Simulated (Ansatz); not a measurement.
**2H-VSeTe bilayer (2H stacking) in a perpendicular field**

Aim: how the 2H-VSeTe bilayer (2H stacking) screens a field along its normal, and what the field does to its bands. A positive field points along +c.

Program: Ansatz 0.2.0. Level of theory: plane-wave DFT, PBE+U-D3(BJ), Ansatz PAW. Results are calculated unless marked as measured.

Report form: the programs' logs are mostly left out.

### Step 1. The structure

The cell holds 6 atoms: 2 Te, 2 V and 2 Se. Its edges and angles: a = 3.465 Å, b = 3.465 Å, c = 51.764 Å, α = 90.0°, β = 90.0°, γ = 120.0°. Regions: layer 1: 2H-VSeTe, 3 atoms (1 Te, 1 V and 1 Se); layer 2: 2H-VSeTe, 3 atoms (1 Te, 1 V and 1 Se). Vacuum lies along c.

### Step 2. Relaxation

The starting cell is a guess, so the in-plane lattice and the atoms are relaxed first, with the slab cut off from its images along the normal.

The input, input.yaml:

```yaml
crystal:
  lattice:
    - [3.465, 0.0, 0.0]
    - [-1.7325, 3.0007780241, 0.0]
    - [0.0, 0.0, 51.7640912082]
  atoms:
    - { symbol: Te, position: [0.3333333333, 0.6666666667, 0.3998911121] }
    - { symbol: V, position: [0.0, 0.0, 0.4370992647], spin: 1.0 }
    - { symbol: Se, position: [0.3333333333, 0.6666666667, 0.4690905421] }
    - { symbol: Te, position: [0.0, 0.0, 0.5309094579] }
    - { symbol: V, position: [0.3333333333, 0.6666666667, 0.5681176106], spin: 1.0 }
    - { symbol: Se, position: [0.0, 0.0, 0.6001088879] }
  periodic: [true, true, false]
magnetization:
  spin_polarized: true
kpoints:
  mp_grid: { grid: [12, 12, 1] }
hamiltonian:
  xc: pbe
  dispersion: d3bj
  hubbard: { sites: [{ species: V, l: d, u_eff: 2.0 }] }
scf:
  occupations: { method: fermi_dirac, width: 0.05 }
  convergence: { dr2_threshold: 1.0e-09 }
relax:
  f_tol: 0.004
  max_steps: 90
  cell: {}
output:
  write_potential: true
  write_density: true
  volumetric_format: npy
```

Command:

```sh
$ ansatz run input.yaml --threads 4 --pin off --max-ram 12288MiB --backend cpu --events-out ev --progress --plain --runs-dir out
```

The job ended after 13 min (4 threads of Intel Xeon Platinum 8488C (Sapphire Rapids), shared host; peak memory 2.2 GiB; 52 min of CPU time).

The steps of the relaxation:

```csv
step,energy less that of the first step (eV),largest force component (eV/Å),volume (Å³)
1,0.0000,1.3078,538.23
2,-0.1490,0.7708,543.69
3,-0.2297,0.0795,537.55
4,-0.2306,0.0395,537.65
5,-0.2309,0.0657,537.35
6,-0.2312,0.0438,537.09
7,-0.2313,0.0210,536.64
8,-0.2314,0.0020,536.70
9*,-0.2313,0.0019,536.70
9*,-0.2313,0.0019,536.70
```

Relaxation steps marked * repeat the geometry before them on a plane-wave basis chosen anew for their cell, so energy and pressure can jump there.

The run keeps the 6 symmetry operations that it works with, so distortions that break them were not tested.

```csv
cell as run,before,after,change
a (Å),3.465,3.460,-0.1 %
b (Å),3.465,3.460,-0.1 %
```

The atoms that moved most (Å, along periodic axes as changes of fractional coordinates times the final cell, across vacuum about the mean position):

```csv
atom,dx,dy,dz,length
Se6,0.000,0.000,-0.265,0.265
Te1,0.000,0.000,0.229,0.229
V2,0.000,0.000,0.183,0.183
V5,0.000,0.000,-0.124,0.124
Te4,0.000,0.000,-0.057,0.057
Se3,0.000,0.000,0.033,0.033
```

Final coordinates:

```cif
data_structure
_symmetry_space_group_name_H-M 'P 1'
_symmetry_Int_Tables_number 1
_cell_length_a 3.4601
_cell_length_b 3.4601
_cell_length_c 51.7641
_cell_angle_alpha 90.000
_cell_angle_beta 90.000
_cell_angle_gamma 120.000
_cell_volume 536.70
loop_
_atom_site_label
_atom_site_type_symbol
_atom_site_fract_x
_atom_site_fract_y
_atom_site_fract_z
_atom_site_occupancy
Te1 Te 0.33333 0.66667 0.40432 1
V2 V 0.00000 0.00000 0.44063 1
Se3 Se 0.33333 0.66667 0.46974 1
Te4 Te 0.00000 0.00000 0.52982 1
V5 V 0.33333 0.66667 0.56573 1
Se6 Se 0.00000 0.00000 0.59498 1
```

Numbers from this step:

- energy at zero smearing: -30724.0422 eV
- total moment: 0.2537 μB
- site moments: -0.1702, 1.569, -0.1440, 0.1732, -1.349, 0.1372 μB

Site moment by atom:

```csv
atom,site moment (μB)
Te1,-0.17
V2,1.57
Se3,-0.14
Te4,0.17
V5,-1.35
Se6,0.14
```

The lattice constant a goes from 3.465 to 3.460 Å.

### Step 3. Single point, field 0

A sawtooth potential applies the field, turning back in the middle of the vacuum. With the dipole correction the typed value is the field outside the slab. The induced dipole is small, so the SCF threshold is tight.

The cell differs from the one that the last finished run ended in (c 51.764 → 27.869 Å).

The input, input.yaml:

```yaml
crystal:
  lattice:
    - [3.4600761684, 0.0, 0.0]
    - [-1.7300380842, 2.9965138609, 0.0]
    - [0.0, 0.0, 27.8693067301]
  atoms:
    - { symbol: Te, position: [0.3333333333, 0.6666666667, 0.3229359125], spin: -0.17 }
    - { symbol: V, position: [0.0, 0.0, 0.3903614267], spin: 1.57 }
    - { symbol: Se, position: [0.3333333333, 0.6666666667, 0.4444305483], spin: -0.14 }
    - { symbol: Te, position: [0.0, 0.0, 0.556020841], spin: 0.17 }
    - { symbol: V, position: [0.3333333333, 0.6666666667, 0.6227303763], spin: -1.35 }
    - { symbol: Se, position: [0.0, 0.0, 0.6770640875], spin: 0.14 }
magnetization:
  spin_polarized: true
kpoints:
  mp_grid: { grid: [18, 18, 1] }
  band_path:
    path: [[0, 0, 0], [0.5, 0, 0], [0.33333333, 0.33333333, 0], [0, 0, 0]]
    npoints: 16
hamiltonian:
  xc: pbe
  dispersion: d3bj
  hubbard: { sites: [{ species: V, l: d, u_eff: 2.0 }] }
scf:
  occupations: { method: fermi_dirac, width: 0.02585 }
  convergence: { dr2_threshold: 1.0e-10 }
efield:
  axis: 3
  dipole_correction: true
  ramp_position: 0.97
  ramp_width: 0.06
  amplitude: 0
output:
  dos: { projected: true, e_range: [-6, 5] }
  bader: true
  write_potential: true
  write_density: true
  volumetric_format: npy
  elf: true
```

The job ended after 5 min (4 threads; peak memory 3 GiB; 20 min of CPU time).

Numbers from this step:

```yaml
energy_at_zero_smearing: -30724.0469 eV
total_moment: 0.2044 μB
site_moments: -0.1761, 1.539, -0.1409, 0.1741, -1.360, 0.1385 μB
work_function_upper_face: 5.332 eV
work_function_lower_face: 4.692 eV
dipole_along_the_normal: -0.03663 e·Å
step_between_the_vacuum_levels: 0.6392 eV
```

Running mean over a fixed 2.8 Å (it still follows the layers) of the planar mean; the ramp of the sawtooth is left out. The electron's electrostatic potential energy less the Fermi level by z:

z (Å), electron's electrostatic potential energy less the Fermi level (eV) and a bar from the least value:
```
        4       4.69 ############################
        5       4.69 ############################
        6       4.59 ############################
        7       3.21 ########################
        8       0.91 ##################
        9      -2.14 ##########
       10      -4.53 ###
       11      -5.71 
       12      -4.60 ###
       13      -0.83 #############
       14       0.13 ################
       15      -0.75 #############
       16      -3.82 #####
       17      -5.46 #
       18      -5.57 
       19      -2.29 #########
       20       1.64 ####################
       21       4.67 ############################
       22       5.30 ##############################
       23       5.33 ##############################
       24       5.33 ##############################
```

The density of states has structure finer than the step of the table below, so its rows give means over 0.2 eV, whole bins alone (the curve runs from -6 to 1.99 eV). Peaks (eV: height): total -3.57: 8.07, -3.27: 8.29, -1.48: 11.4, -1.15: 17.3, -0.84: 10.3, 0.51: 6.76, 1.09: 7.70; up -3.05: 4.43, -1.70: 4.51, -1.45: 5.77, -1.15: 12.9, -0.90: 5.63, 1.03: 5.79, 1.09: 5.61; down -3.55: 5.35, -1.59: 4.68, -1.48: 6.53, -1.23: 7.21, -0.84: 5.61, -0.76: 5.23, 0.51: 4.49.

Table of density of states by energy, zero at the Fermi level; means over each step; values in states/eV a cell:

```csv
energy (eV),total,up,down
-5.8,0,0,0
-5.6,0.768,0.473,0.295
-5.4,2.10,1.09,1.01
-5.2,2.37,1.20,1.17
-5.0,2.80,1.45,1.36
-4.8,3.52,1.83,1.69
-4.6,4.69,2.09,2.60
-4.4,4.74,2.28,2.46
-4.2,5.40,2.62,2.78
-4.0,4.65,2.53,2.13
-3.8,2.92,1.74,1.18
-3.6,6.01,2.79,3.22
-3.4,3.20,1.28,1.91
-3.2,6.73,3.13,3.60
-3.0,3.76,2.25,1.51
-2.8,4.38,2.18,2.20
-2.6,4.99,2.44,2.55
-2.4,5.53,2.85,2.67
-2.2,5.34,2.83,2.51
-2.0,5.30,2.47,2.83
-1.8,5.04,2.85,2.19
-1.6,6.51,3.64,2.87
-1.4,9.17,4.08,5.09
-1.2,10.6,5.61,4.97
-1.0,4.59,2.52,2.06
-0.8,7.22,3.27,3.95
-0.6,2.96,1.28,1.68
-0.4,1.81,0.957,0.854
-0.2,1.69,1.21,0.479
0.0,1.96,1.20,0.761
0.2,2.88,1.49,1.40
0.4,4.71,2.42,2.29
0.6,4.42,1.73,2.69
0.8,3.58,1.89,1.69
1.0,5.09,3.30,1.78
1.2,3.91,1.12,2.79
1.4,3.75,1.85,1.90
1.6,4.71,2.39,2.32
1.8,2.51,1.19,1.33
```

Projected DOS per atom over height of the atomic layer and energy from the Fermi level. Layers: Te V Se Te V Se from below.

Ten even steps from '_' (0.00 states/eV) to '@' (1.69 states/eV), each cell a mean:
```
..==::..--..
..##::..%%--
..@@....@@..
..++__::%%..
::@@....@@__
..++__..--__
..::..::::..
==**::++@@--
**@@++##@@**
%%@@%%**%%++
++++==--++++
--**++--****
====++--==**
--::==--::++
++::**==--**
++--**++::++
++::++--::**
==::**==::##
==::++++::::
--..::==....
::__..--____
____________
```
Columns: height of the atomic layer (Å) from 9 to 18.9 (not evenly spaced); rows upwards: energy from the Fermi level (eV) from -5.96 to 1.96.

Projected DOS per atom, spin up over height of the atomic layer and energy from the Fermi level. Layers: Te V Se Te V Se from below.

Values in states/eV, 22 rows by 6 columns, each cell a mean:
```
0.21 0.50 0.32 0.02 0.12 0.01
0.27 0.83 0.41 0.03 0.50 0.04
0.18 0.27 0.10 0.08 1.36 0.09
0.30 0.69 0.13 0.02 0.51 0.06
0.37 1.43 0.19 0.01 0.03 0.01
0.06 0.72 0.07 0.16 0.21 0.01
0.03 0.28 0.15 0.32 0.21 0.05
0.25 0.94 0.31 0.51 0.18 0.14
0.34 1.19 0.25 0.93 0.54 0.85
0.72 1.27 0.55 0.43 0.33 0.57
0.52 0.70 0.21 0.29 0.36 0.60
0.31 0.89 0.55 0.29 0.24 0.48
0.38 0.57 0.55 0.30 0.19 0.54
0.31 0.28 0.31 0.36 0.17 0.56
0.35 0.29 0.40 0.47 0.19 0.65
0.47 0.40 0.54 0.45 0.14 0.42
0.43 0.27 0.45 0.34 0.20 0.66
0.39 0.22 0.49 0.39 0.16 0.60
0.36 0.29 0.53 0.50 0.11 0.17
0.30 0.18 0.31 0.37 0.07 0.09
0.23 0.12 0.19 0.25 0.05 0.06
0.01 0.00 0.01 0.01 0.00 0.00
```
Columns: height of the atomic layer (Å) from 9 to 18.9 (not evenly spaced); rows upwards: energy from the Fermi level (eV) from -5.96 to 1.96.

Projected DOS per atom, spin down over height of the atomic layer and energy from the Fermi level. Layers: Te V Se Te V Se from below.

Values in states/eV, 22 rows by 6 columns, each cell a mean:
```
0.00 0.20 0.03 0.22 0.49 0.33
0.02 0.41 0.04 0.26 0.87 0.48
0.08 1.40 0.09 0.19 0.33 0.12
0.01 0.27 0.03 0.37 0.99 0.17
0.06 0.14 0.01 0.29 1.56 0.16
0.19 0.19 0.01 0.02 0.36 0.01
0.31 0.16 0.03 0.03 0.17 0.15
0.47 0.15 0.12 0.36 1.41 0.44
0.75 0.43 0.70 0.40 1.05 0.26
0.65 0.40 0.81 0.70 1.17 0.45
0.34 0.30 0.58 0.33 0.54 0.25
0.30 0.21 0.45 0.26 0.86 0.55
0.39 0.16 0.42 0.36 0.59 0.57
0.36 0.13 0.39 0.26 0.28 0.40
0.54 0.19 0.66 0.33 0.35 0.53
0.39 0.15 0.50 0.50 0.35 0.55
0.46 0.15 0.47 0.27 0.25 0.45
0.44 0.16 0.67 0.44 0.32 0.64
0.41 0.13 0.43 0.47 0.24 0.28
0.29 0.08 0.19 0.37 0.15 0.17
0.17 0.04 0.10 0.27 0.09 0.11
0.00 0.00 0.00 0.01 0.00 0.00
```
Columns: height of the atomic layer (Å) from 9 to 18.9 (not evenly spaced); rows upwards: energy from the Fermi level (eV) from -5.96 to 1.96.

Deep bands are left out, so band numbers here count from the lowest band kept and differ from the log's. Electronic bands along the path, in eV, zero at the Fermi level; # counts the bands kept:

```csv
point,up #11,up #12,up #13,up #14,down #12,down #13,down #14,down #15
Γ,-0.14,0.20,0.20,1.64,0.37,0.37,1.98,2.25
halfway,-1.26,-0.79,-0.32,0.57,-0.77,-0.21,0.69,1.21
M,-1.21,-0.83,-0.60,0.21,-0.81,-0.58,0.32,0.38
halfway,-1.55,-1.19,-0.82,-0.09,-1.25,-0.73,0.15,0.65
K,-1.58,-1.14,-0.68,-0.39,-1.20,-0.64,-0.06,1.05
halfway,-1.28,-0.94,-0.77,0.47,-0.91,-0.71,0.59,0.82
Γ,-0.14,0.20,0.20,1.64,0.37,0.37,1.98,2.25
```

Site moment by atom:

```csv
atom,site moment (μB)
Te1,-0.18
V2,1.54
Se3,-0.14
Te4,0.17
V5,-1.36
Se6,0.14
```

Spin density in the ca plane at fractional y = 0.667, with atoms of Te and Se and V within 0.2 Å of it.

Values in units of 1e-1 e/Å³, 5 rows by 16 columns, each cell a mean:
```
 0.0  0.0  0.0  0.0  0.0  0.0 -0.1 -0.1  0.4  0.6  0.0  0.0  0.1  0.3  0.1 -0.2
 0.0  0.0  0.0  0.0  0.0  0.0 -0.1 -0.2  0.3  0.4 -0.1 -0.1  0.1  0.2  0.0 -0.5
 0.0  0.0  0.0  0.0  0.0  0.0 -0.1 -0.2 -0.1 -0.1 -0.2 -0.1  0.0  0.0 -0.7 -5.6
 0.0  0.0  0.0  0.0  0.0  0.0 -0.1 -0.1 -0.1 -0.2  0.0  0.0  0.0  0.0 -1.3 -9.6
 0.0  0.0  0.0  0.0  0.0  0.0 -0.2 -0.3  0.1  0.2 -0.3 -0.1  0.0  0.1 -0.1 -1.4
```
Columns run along c (16.0 Å, from fractional 0.07 to 0.64 of the cell), rows up along a (3.5 Å). Atoms in or near the plane, at fractional coordinates: Te at (0.32, 0.33), Se at (0.44, 0.33), V at (0.62, 0.33).

Electrostatic potential energy in the ca plane at fractional y = 0.667, with atoms of Te and Se and V within 0.2 Å of it. With pseudopotentials it is smooth inside the atoms' cores, unlike the true potential.

Ten even steps from '0' (-20 eV) to '9' (7 eV), each cell a mean:
```
99999999999999999988888755788899998753468888
99999999999999999988888655688999998742368888
99999999999999999876677766778889998764577777
99999999999999998621136777752247999877776312
99999999999999997349833788512314899988873000
99999999999999997289972788415532899999861000
99999999999999997279962788414523899999872000
99999999999999998514415788721116899988875100
99999999999999999853357777776578999876677655
```
Columns run along c (16.0 Å, from fractional 0.07 to 0.64 of the cell; values clipped at the 3rd and 97th percentile), rows up along a (3.5 Å). Atoms in or near the plane, at fractional coordinates: Te at (0.32, 0.33), Se at (0.44, 0.33), V at (0.62, 0.33).

Valence density in the ca plane at fractional y = 0.667, with atoms of Te and Se and V within 0.2 Å of it. It is the smooth field of the valence electrons, not physical close to the nuclei.

Ten steps, logarithmic in the rise over the least value, from '0' (0 e/Å³) to '9' (31 e/Å³), each cell a mean:
```
00000000000000000001111111111000000112111000
00000000000000000000000111100000000112211000
00000000000000000011111111111100000111111101
00000000000000000122221111122221000011111122
00000000000000001246642111236642100000112466
00000000000000001368862111259972100000013687
00000000000000001257752111248862100000012677
00000000000000000134431111124431000001111344
00000000000000000112211111111110000011111111
```
Columns run along c (16.0 Å, from fractional 0.07 to 0.64 of the cell), rows up along a (3.5 Å). Atoms in or near the plane, at fractional coordinates: Te at (0.32, 0.33), Se at (0.44, 0.33), V at (0.62, 0.33).

The work function of the upper face is 5.33 eV.

### Step 4. Atoms held, field 0.1 V/Å

input.yaml, as its differences from that of step 3:

```diff
@@ -29,8 +29,6 @@
   dipole_correction: true
-  ramp_position: 0.97
-  ramp_width: 0.06
-  amplitude: 0
+  ramp_position: 0.9605
+  ramp_width: 0.0725
+  amplitude: 0.1
 output:
-  dos: { projected: true, e_range: [-6, 5] }
-  bader: true
   write_potential: true
@@ -38,2 +36 @@
   volumetric_format: npy
-  elf: true
```

The job ended after 5 min (4 threads; peak memory 2.9 GiB).

The dipole is 0.0346 e·Å, 0.0713 e·Å from its value without field.

### Step 5. Atoms held, field -0.1 V/Å

input.yaml, as its differences from that of step 4:

```diff
@@ -31,3 +31,3 @@
   ramp_width: 0.0725
-  amplitude: 0.1
+  amplitude: -0.1
 output:
```

Wall time 2 min (4 threads); peak memory 1.9 GiB.

The dipole is -0.108 e·Å, -0.0712 e·Å from its value without field.

### Step 6. Atoms held, field 0.2 V/Å

input.yaml, as its differences from that of step 5:

```diff
@@ -31,3 +31,3 @@
   ramp_width: 0.0725
-  amplitude: -0.1
+  amplitude: 0.2
 output:
```

The job ended after 2.3 min (4 threads; peak memory 1.9 GiB).

The dipole is 0.106 e·Å, 0.142 e·Å from its value without field.

### Step 7. Single point, field -0.2 V/Å

input.yaml, as its differences from that of step 6:

```diff
@@ -31,3 +31,3 @@
   ramp_width: 0.0725
-  amplitude: 0.2
+  amplitude: -0.2
 output:
```

Run time: 1.8 min. Hardware: 4 threads; peak memory 1.9 GiB; 6.9 min of CPU time.

The dipole is -0.179 e·Å, -0.142 e·Å from its value without field.

### Step 8. Single point, field 0.35 V/Å

input.yaml, as its differences from that of step 7:

```diff
@@ -29,6 +29,8 @@
   dipole_correction: true
-  ramp_position: 0.9605
-  ramp_width: 0.0725
-  amplitude: -0.2
+  ramp_position: 0.9395
+  ramp_width: 0.1145
+  amplitude: 0.35
 output:
+  dos: { projected: true, e_range: [-6, 5] }
+  bader: true
   write_potential: true
@@ -36 +38,2 @@
   volumetric_format: npy
+  elf: true
```

Wall time 88 s (4 threads); peak memory 1.9 GiB; 5.8 min of CPU time.

The dipole is 0.212 e·Å, 0.248 e·Å from its value without field.

(Continued in part 2 of 2.)

[Logs are printed without paths, hosts, clocks, repeated set-up lines and the standing remarks that a program may print on its own settings, such as how far it seeks lower states.]

[Hosts, paths, dates, database ids (printed as entryN), source tags and the programs' standing remarks are cut or masked in the printed files.]

[Maps of the electrostatic potential energy from Ansatz leave out the sawtooth potential of an applied field or a dipole correction, so their vacuum need not be flat; planar profiles and work functions include it.]
